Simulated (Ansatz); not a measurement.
# GaSn (hypothetical, Fm-3m): phonons against volume, part 3 of 4

Aim: how the vibrations of GaSn (hypothetical) shift with volume, and the expansion that follows. The crystal structure is hypothetical: it was made by swapping elements on a known structure type.

Ansatz 0.2.0; DFT PBEsol, scalar-relativistic, plane waves, PAW.

So far, highest frequency (cm⁻¹): step 6 (lattice dynamics at this volume, V/V0 1) 174.

**7. Single point at a scaled cell, V/V0 1.015**

Symmetry fixes every atom, so a single point at the scaled cell gives the energy and pressure of this member.

The cell differs from the one that the last finished run ended in (a 4.020 → 4.040 Å, b 4.020 → 4.040 Å, c 4.020 → 4.040 Å).

input.yaml reads:

```yaml
crystal:
  lattice:
    - [0.0, 2.8566087038, 2.8566087038]
    - [2.8566087038, 0.0, 2.8566087038]
    - [2.8566087038, 2.8566087038, 0.0]
  atoms:
    - { symbol: Sn, position: [0.5, 0.5, 0.5] }
    - { symbol: Ga, position: [0.0, 0.0, 0.0] }
kpoints:
  mp_grid: { grid: [12, 12, 12] }
hamiltonian:
  xc: pbesol
scf:
  occupations: { method: methfessel_paxton, width: 0.15 }
output:
  forces: true
  stress: true
  eigenvalues: true
```

On the command line:

```sh
> ansatz run input.yaml --threads 4 --pin off --max-ram 8192MiB --backend cpu --events-out ev --progress --plain --runs-dir out
```

Numbers of over 12 decimals in the logs are rounded to 6 here.

Output:

```text
[...]
Crystal: 2 atoms, lattice volume = 46.621 Å³
Basis set: ecut = 420 eV, 941 PW (Γ), exchange–correlation on 60×60×60 points (8 copies of the dense FFT grid, shifted against one another)
Bands: 18, of which v1, the nominal top of the filled ones, is band 14 counted from 1 (13 counted from 0)
Symmetry: 48 space group operations
[...]
k-points: 72 of 1728
[...]
SCF iter   1: F=—  HF=-9692.855969 eV  |F-HF|=—  |Δ(HF+E_count)|=         —  Δρ=2.49e-3  dr2=2.44e-3  ethr=1.77e-3  ⟨swp⟩=5.2  Hψ=6049  notcnv=0
[...]
SCF iter   7: F=-9692.853516 eV  HF=-9692.853516 eV  |F-HF|=4.34e-9  |Δ(HF+E_count)|=   3.36e-7  S|Δr|=    0.00e0  Δρ=6.65e-6  dr2=2.50e-8  ethr=3.70e-10  ⟨swp⟩=4.8  Hψ=5925  notcnv=0
SCF 1 converged in 7 iterations: F = -9692.853516 eV  dr2 = 2.50e-8
[...]
SCF converged after 7 iterations
[...]
Free energy (F): -9692.853516 eV
[...]
Internal energy: -9692.853974 eV  (E = F + TS)
E sigma→0 (E₀):  -9692.853630 eV
Entropy (-TS):   0.000458 eV (0.229 meV/atom)
Fermi energy:    9.820735 eV
[...]
--- Stress (GPa, compression-positive) ---
       -0.779436      -0.000000      -0.000000
       -0.000000      -0.779436       0.000000
        0.000000       0.000000      -0.779436
  P = ⅓ Tr σ = -0.7794 GPa (-7.794 kbar)
--- Band table (eV; the first three rows and the last of 72) ---
  k-point 0: bands = [... 10 lower, -1.1735, 11.1181, 11.1181, 11.1181, 11.5435, 16.7629, 16.7629, 16.7629]
  k-point 1: bands = [... 10 lower, -1.0769, 9.7665, 11.1122, 11.1122, 12.5785, 16.3933, 16.3933, 16.4579]
  k-point 2: bands = [... 10 lower, -0.7869, 8.1237, 11.1142, 11.1142, 13.2016, 15.3775, 15.3775, 15.9135]
  k-point 71: bands = [... 10 lower, 3.3547, 4.2512, 6.3216, 6.3216, 13.4811, 13.8478, 17.1176, 17.1176]
```

Wall time 0.96 s (4 threads of Arm Neoverse V2, shared host); peak memory 0.38 GiB; 3.2 s of CPU time.

Numbers from this step:

```yaml
pressure: -0.7794 GPa
volume_per_atom: 23.31 Å³
```

The run ends at a pressure of -0.78 GPa.

**8. Phonons, V/V0 1.015**

Phonons at this volume give one point of F(V, T); meshes stay fixed along the series.

input.yaml, the sections that differ from step 7:

```yaml
output:
  eigenvalues: true
phonons:
  method: dfpt
  qmesh: [4, 4, 4]
  temperatures: { t_max: 1000, t_step: 50 }
  qpath:
    path:
      - [[0.0, 0.0, 0.0], [0.5, 0.0, 0.5], [0.625, 0.25, 0.625]]
      - [[0.375, 0.375, 0.75], [0.0, 0.0, 0.0], [0.5, 0.5, 0.5], [0.5, 0.25, 0.75], [0.5, 0.0, 0.5]]
    npoints: 10
# crystal, kpoints, hamiltonian, scf: as in step 7
```

Output:

```text
[...]
Crystal: 2 atoms, lattice volume = 46.621 Å³
Basis set: ecut = 420 eV, 941 PW (Γ), exchange–correlation on 60×60×60 points (8 copies of the dense FFT grid, shifted against one another)
Bands: 18, of which v1, the nominal top of the filled ones, is band 14 counted from 1 (13 counted from 0)
Symmetry: 48 space group operations
k-points: 72 of 1728
[...]
k-point 71: bands = [... 10 lower, 3.3547, 4.2511, 6.3216, 6.3216, 13.4810, 13.8478, 17.1175, 17.1175]
[...]
ASR residual: 5.313e-5 → 0.000e0 eV/Å²; symmetrization residual: 6.150e-6 eV/Å²
  ASR residual per site (eV/Å²): 5.31e-5 1.58e-5
  Γ frequencies (cm⁻¹): 0.00 0.00 0.00 140.76 140.76 140.76
--- Phonons (arbitrary-q DFPT): 8 irreducible q on the 4×4×4 mesh ---
[...]
interpolated dispersion: 62 rows × 6 modes
[...]
[key lines of the parts left out:]
SCF converged after 10 iterations
Free energy (F): -9692.853516 eV
Fermi energy:    9.820699 eV
```

Wall time 5.3 min (4 threads); peak memory 3.5 GiB; 21 min of CPU time.

No LO-TO term. Phonon branches along the path, in cm⁻¹:

| point | branch 1 | branch 2 | branch 3 | branch 4 | branch 5 | branch 6 |
| --- | --- | --- | --- | --- | --- | --- |
| Γ | 0 | 0 | 0 | 141 | 141 | 141 |
| halfway | 7 | 7 | 39 | 120 | 145 | 145 |
| X | -17 | -17 | 26 | 153 | 153 | 168 |
| halfway | 15 | 22 | 33 | 148 | 149 | 166 |
| U | 40 | 41 | 52 | 134 | 139 | 160 |
| jump to K | 40 | 41 | 52 | 134 | 139 | 160 |
| halfway | -23 | 74 | 76 | 106 | 109 | 148 |
| Γ | 0 | 0 | 0 | 141 | 141 | 141 |
| halfway | 52 | 52 | 64 | 117 | 124 | 124 |
| L | 67 | 67 | 88 | 101 | 101 | 116 |
| halfway | 49 | 51 | 80 | 109 | 135 | 137 |
| W | 12 | 12 | 85 | 112 | 158 | 158 |
| halfway | -31 | 35 | 54 | 136 | 154 | 164 |
| X | -17 | -17 | 26 | 153 | 153 | 168 |

The phonon branches as a text plot (rows in cm⁻¹):

```
    164 |           ******                                  *****
    156 |         *****   ***                            ********
    148 |    *******   **    *******                   **      *
    139 |****           ***         ******            **      *
    131 |       *         **        *    ***         **      *
    123 |  *   *           **     **       **      **       *
    114 |                   ***  ***        *********   ****
    106 |   ***                ***             ** ******
     98 |                                        *
     89 |                                       ***
     81 |                    ***              **   *********
     73 |   *               ******           *              *
     65 |                  **    *          *  ******        *
     56 |  * **            *      **       * **     **
     48 |                **                **         *
     40 |      *        ****        *     *            *      *
     31 | *           ***   *            *              *   ****
     23 |       ****** **            *   *                 *    *
     15 |              *     **         *                **    *
      7 |    ****
     -2 |** *                        ***
    -10 |  *     ***  *             *                           *
    -18 |           **         * ***                       *   **
    -27 |                       *                           ***
         Γ           X  U|K            Γ         L        W     X
```

The lowest solved frequency is -16.8 cm⁻¹, so the cell is unstable here and gives no valid free energy. The highest zone-centre mode (no LO–TO term) moved by -3.3 % for a volume change of +1.5 %.

**9. Single point at a scaled cell, V/V0 0.985**

Symmetry fixes every atom, so a single point at the scaled cell gives the energy and pressure of this member.

The cell differs from the one that the last finished run ended in (a 4.040 → 4.000 Å, b 4.040 → 4.000 Å, c 4.040 → 4.000 Å).

input.yaml, the sections that differ from step 8:

```yaml
crystal:
  lattice:
    - [0.0, 2.8281828508, 2.8281828508]
    - [2.8281828508, 0.0, 2.8281828508]
    - [2.8281828508, 2.8281828508, 0.0]
  atoms:
    - { symbol: Sn, position: [0.5, 0.5, 0.5] }
    - { symbol: Ga, position: [0.0, 0.0, 0.0] }
output:
  forces: true
  stress: true
  eigenvalues: true
# kpoints, hamiltonian, scf: as in step 8
# phonons: removed
```

Output:

```text
[...]
Crystal: 2 atoms, lattice volume = 45.243 Å³
Basis set: ecut = 420 eV, 893 PW (Γ), exchange–correlation on 54×54×54 points (8 copies of the dense FFT grid, shifted against one another)
Bands: 18, of which v1, the nominal top of the filled ones, is band 14 counted from 1 (13 counted from 0)
Symmetry: 48 space group operations
[...]
k-points: 72 of 1728
[...]
--- Band table (eV; the first three rows and the last of 72) ---
  k-point 0: bands = [... 10 lower, -0.9666, 11.5724, 11.5724, 11.5724, 12.2827, 17.2479, 17.2479, 17.2479]
  k-point 1: bands = [... 10 lower, -0.8675, 10.2768, 11.5653, 11.5653, 13.2444, 16.9218, 16.9534, 16.9534]
  k-point 2: bands = [... 10 lower, -0.5700, 8.5872, 11.5656, 11.5656, 13.8410, 15.9115, 15.9115, 16.4808]
  k-point 71: bands = [... 10 lower, 3.7466, 4.6133, 6.6179, 6.6179, 14.0468, 14.3877, 17.6019, 17.6019]
[key lines of the parts left out:]
SCF converged after 6 iterations
Free energy (F): -9692.853306 eV
Fermi energy:    10.249757 eV
P = ⅓ Tr σ = 0.8899 GPa (8.899 kbar)
```

Run time: 0.84 s. Hardware: 4 threads; peak memory 0.37 GiB.

The run ends at a pressure of 0.89 GPa.

**10. Phonons, V/V0 0.985**

Phonons at this volume give one point of F(V, T); meshes stay fixed along the series.

input.yaml, the sections that differ from step 9:

```yaml
output:
  eigenvalues: true
phonons:
  method: dfpt
  qmesh: [4, 4, 4]
  temperatures: { t_max: 1000, t_step: 50 }
  qpath:
    path:
      - [[0.0, 0.0, 0.0], [0.5, 0.0, 0.5], [0.625, 0.25, 0.625]]
      - [[0.375, 0.375, 0.75], [0.0, 0.0, 0.0], [0.5, 0.5, 0.5], [0.5, 0.25, 0.75], [0.5, 0.0, 0.5]]
    npoints: 10
# crystal, kpoints, hamiltonian, scf: as in step 9
```

Output:

```text
[...]
Crystal: 2 atoms, lattice volume = 45.243 Å³
Basis set: ecut = 420 eV, 893 PW (Γ), exchange–correlation on 54×54×54 points (8 copies of the dense FFT grid, shifted against one another)
Bands: 18, of which v1, the nominal top of the filled ones, is band 14 counted from 1 (13 counted from 0)
Symmetry: 48 space group operations
k-points: 72 of 1728
[...]
k-point 71: bands = [... 10 lower, 3.7466, 4.6134, 6.6179, 6.6179, 14.0468, 14.3878, 17.6019, 17.6019]
[...]
ASR residual: 9.128e-5 → 0.000e0 eV/Å²; symmetrization residual: 1.389e-5 eV/Å²
  ASR residual per site (eV/Å²): 9.13e-5 8.49e-5
  Γ frequencies (cm⁻¹): 0.00 0.00 0.00 150.41 150.41 150.41
--- Phonons (arbitrary-q DFPT): 8 irreducible q on the 4×4×4 mesh ---
[...]
interpolated dispersion: 62 rows × 6 modes
[...]
[key lines of the parts left out:]
SCF converged after 9 iterations
Free energy (F): -9692.853306 eV
Fermi energy:    10.249787 eV
```

Elapsed: 5.2 min, on 4 threads; peak memory 3.4 GiB.

No LO-TO term. Phonon branches along the path, in cm⁻¹:

| point | branch 1 | branch 2 | branch 3 | branch 4 | branch 5 | branch 6 |
| --- | --- | --- | --- | --- | --- | --- |
| Γ | 0 | 0 | 0 | 150 | 150 | 150 |
| halfway | -2 | -2 | 48 | 128 | 155 | 155 |
| X | -21 | -21 | 24 | 162 | 162 | 179 |
| halfway | 12 | 22 | 31 | 157 | 158 | 177 |
| U | 38 | 43 | 56 | 144 | 147 | 171 |
| jump to K | 38 | 43 | 56 | 144 | 147 | 171 |
| halfway | -23 | 80 | 83 | 113 | 116 | 157 |
| Γ | 0 | 0 | 0 | 150 | 150 | 150 |
| halfway | 56 | 56 | 69 | 125 | 132 | 132 |
| L | 74 | 74 | 97 | 109 | 109 | 125 |
| halfway | 52 | 55 | 88 | 116 | 145 | 147 |
| W | 6 | 6 | 91 | 119 | 168 | 168 |
| halfway | -33 | 33 | 57 | 144 | 164 | 175 |
| X | -21 | -21 | 24 | 162 | 162 | 179 |

The phonon branches as a text plot (rows in cm⁻¹):

```
    175 |           *******                                 *****
    166 |         *****    **                            ********
    157 |    *******  ***    *******                   **      **
    148 |****           ***         ******            *       *
    139 |       *          *        *    ***         *       *
    130 |  *   *           **     **       ***     **       *
    122 |                    **  ***        ********    ****
    113 |   ***                ***             *********
    104 |
     95 |                                      *****     **
     86 |                   *****             *     *****  *
     77 |   *                ** **           *  ***         *
     68 |    **            **    *          * **   **        *
     60 |  *              **      **       ***       *
     51 |      *         *                 *          *
     42 |                **         *     *            *      *
     33 | *     *      **  *             *              *   ***
     24 |        ********   *        *   *                 *   **
     15 |              *     **         *                *     *
      6 |                                                 *
     -2 |*******                     ***
    -11 |       **                  *
    -20 |         *****        *****                       *    *
    -29 |                                                   ****
         Γ           X  U|K            Γ         L        W     X
```

The lowest solved frequency is -20.7 cm⁻¹, so the cell is unstable here and gives no valid free energy. The highest zone-centre mode (no LO–TO term) moved by +3.3 % for a volume change of -1.5 %.

**11. Single point at a scaled cell, V/V0 1.03**

Symmetry fixes every atom, so a single point at the scaled cell gives the energy and pressure of this member.

The cell differs from the one that the last finished run ended in (a 4.000 → 4.060 Å, b 4.000 → 4.060 Å, c 4.000 → 4.060 Å).

input.yaml, the sections that differ from step 10:

```yaml
crystal:
  lattice:
    - [0.0, 2.8706119114, 2.8706119114]
    - [2.8706119114, 0.0, 2.8706119114]
    - [2.8706119114, 2.8706119114, 0.0]
  atoms:
    - { symbol: Sn, position: [0.5, 0.5, 0.5] }
    - { symbol: Ga, position: [0.0, 0.0, 0.0] }
output:
  forces: true
  stress: true
  eigenvalues: true
# kpoints, hamiltonian, scf: as in step 10
# phonons: removed
```

Output:

```text
[...]
Crystal: 2 atoms, lattice volume = 47.310 Å³
Basis set: ecut = 420 eV, 941 PW (Γ), exchange–correlation on 60×60×60 points (8 copies of the dense FFT grid, shifted against one another)
Bands: 18, of which v1, the nominal top of the filled ones, is band 14 counted from 1 (13 counted from 0)
Symmetry: 48 space group operations
[...]
k-points: 72 of 1728
[...]
--- Band table (eV; the first three rows and the last of 72) ---
  k-point 0: bands = [... 10 lower, -1.2724, 10.9010, 10.9010, 10.9010, 11.1909, 16.5309, 16.5309, 16.5309]
  k-point 1: bands = [... 10 lower, -1.1770, 9.5186, 10.8956, 10.8956, 12.2647, 16.1247, 16.1247, 16.2339]
  k-point 2: bands = [... 10 lower, -0.8907, 7.9002, 10.8984, 10.8984, 12.8966, 15.1217, 15.1217, 15.6414]
  k-point 71: bands = [... 10 lower, 3.1670, 4.0781, 6.1802, 6.1802, 13.2107, 13.5900, 16.8851, 16.8851]
[key lines of the parts left out:]
SCF converged after 7 iterations
Free energy (F): -9692.848614 eV
Fermi energy:    9.615401 eV
P = ⅓ Tr σ = -1.4908 GPa (-14.908 kbar)
```

Wall time 0.97 s (4 threads); peak memory 0.38 GiB.

The run ends at a pressure of -1.49 GPa.

**12. Phonons, V/V0 1.03**

Phonons at this volume give one point of F(V, T); meshes stay fixed along the series.

input.yaml, the sections that differ from step 11:

```yaml
output:
  eigenvalues: true
phonons:
  method: dfpt
  qmesh: [4, 4, 4]
  temperatures: { t_max: 1000, t_step: 50 }
  qpath:
    path:
      - [[0.0, 0.0, 0.0], [0.5, 0.0, 0.5], [0.625, 0.25, 0.625]]
      - [[0.375, 0.375, 0.75], [0.0, 0.0, 0.0], [0.5, 0.5, 0.5], [0.5, 0.25, 0.75], [0.5, 0.0, 0.5]]
    npoints: 10
# crystal, kpoints, hamiltonian, scf: as in step 11
```

Output:

```text
[...]
Crystal: 2 atoms, lattice volume = 47.310 Å³
Basis set: ecut = 420 eV, 941 PW (Γ), exchange–correlation on 60×60×60 points (8 copies of the dense FFT grid, shifted against one another)
Bands: 18, of which v1, the nominal top of the filled ones, is band 14 counted from 1 (13 counted from 0)
Symmetry: 48 space group operations
k-points: 72 of 1728
[...]
k-point 71: bands = [... 10 lower, 3.1670, 4.0780, 6.1801, 6.1801, 13.2106, 13.5900, 16.8851, 16.8851]
[...]
ASR residual: 5.037e-5 → 0.000e0 eV/Å²; symmetrization residual: 9.767e-6 eV/Å²
  ASR residual per site (eV/Å²): 5.04e-5 1.40e-5
  Γ frequencies (cm⁻¹): 0.00 0.00 0.00 136.04 136.04 136.04
--- Phonons (arbitrary-q DFPT): 8 irreducible q on the 4×4×4 mesh ---
[...]
interpolated dispersion: 62 rows × 6 modes
[...]
[key lines of the parts left out:]
SCF converged after 10 iterations
Free energy (F): -9692.848614 eV
Fermi energy:    9.615361 eV
```

Run time: 5.5 min. Hardware: 4 threads; peak memory 3.5 GiB; 21 min of CPU time.

The lowest solved frequency is -14.6 cm⁻¹, so the cell is unstable here and gives no valid free energy. The highest zone-centre mode (no LO–TO term) moved by -6.5 % for a volume change of +3.0 %.

**13. A cell at another volume, V/V0 0.97**

Symmetry fixes every atom, so a single point at the scaled cell gives the energy and pressure of this member.

The cell differs from the one that the last finished run ended in (a 4.060 → 3.979 Å, b 4.060 → 3.979 Å, c 4.060 → 3.979 Å).

input.yaml, the sections that differ from step 12:

```yaml
crystal:
  lattice:
    - [0.0, 2.8137530954, 2.8137530954]
    - [2.8137530954, 0.0, 2.8137530954]
    - [2.8137530954, 2.8137530954, 0.0]
  atoms:
    - { symbol: Sn, position: [0.5, 0.5, 0.5] }
    - { symbol: Ga, position: [0.0, 0.0, 0.0] }
output:
  forces: true
  stress: true
  eigenvalues: true
# kpoints, hamiltonian, scf: as in step 12
# phonons: removed
```

Output:

```text
[...]
Crystal: 2 atoms, lattice volume = 44.554 Å³
Basis set: ecut = 420 eV, 893 PW (Γ), exchange–correlation on 54×54×54 points (8 copies of the dense FFT grid, shifted against one another)
Bands: 18, of which v1, the nominal top of the filled ones, is band 14 counted from 1 (13 counted from 0)
Symmetry: 48 space group operations
[...]
k-points: 72 of 1728
[...]
--- Band table (eV; the first three rows and the last of 72) ---
  k-point 0: bands = [... 10 lower, -0.8582, 11.8101, 11.8101, 11.8101, 12.6707, 17.5015, 17.5015, 17.5015]
  k-point 1: bands = [... 10 lower, -0.7578, 10.5399, 11.8027, 11.8027, 13.5978, 17.1634, 17.2456, 17.2456]
  k-point 2: bands = [... 10 lower, -0.4565, 8.8279, 11.8021, 11.8021, 14.1760, 16.1906, 16.1906, 16.7765]
  k-point 71: bands = [... 10 lower, 3.9515, 4.8032, 6.7732, 6.7732, 14.3431, 14.6708, 17.8549, 17.8549]
[key lines of the parts left out:]
SCF converged after 6 iterations
Free energy (F): -9692.847410 eV
Fermi energy:    10.472381 eV
P = ⅓ Tr σ = 1.8710 GPa (18.710 kbar)
```

It took 0.89 s on 4 threads; peak memory 0.37 GiB.

The run ends at a pressure of 1.87 GPa.

[end of part 3 of 4]

[Logs are printed without paths, hosts, clocks, repeated set-up lines and the standing remarks that a program may print on its own settings, such as how far it seeks lower states.]

[Hosts, paths, dates, database ids (printed as entryN), source tags and the programs' standing remarks are cut or masked in the printed files.]

[A step with changed settings may run another functional than the one named; its input shows which.]

[Of the runs on displaced cells, only some may be shown.]
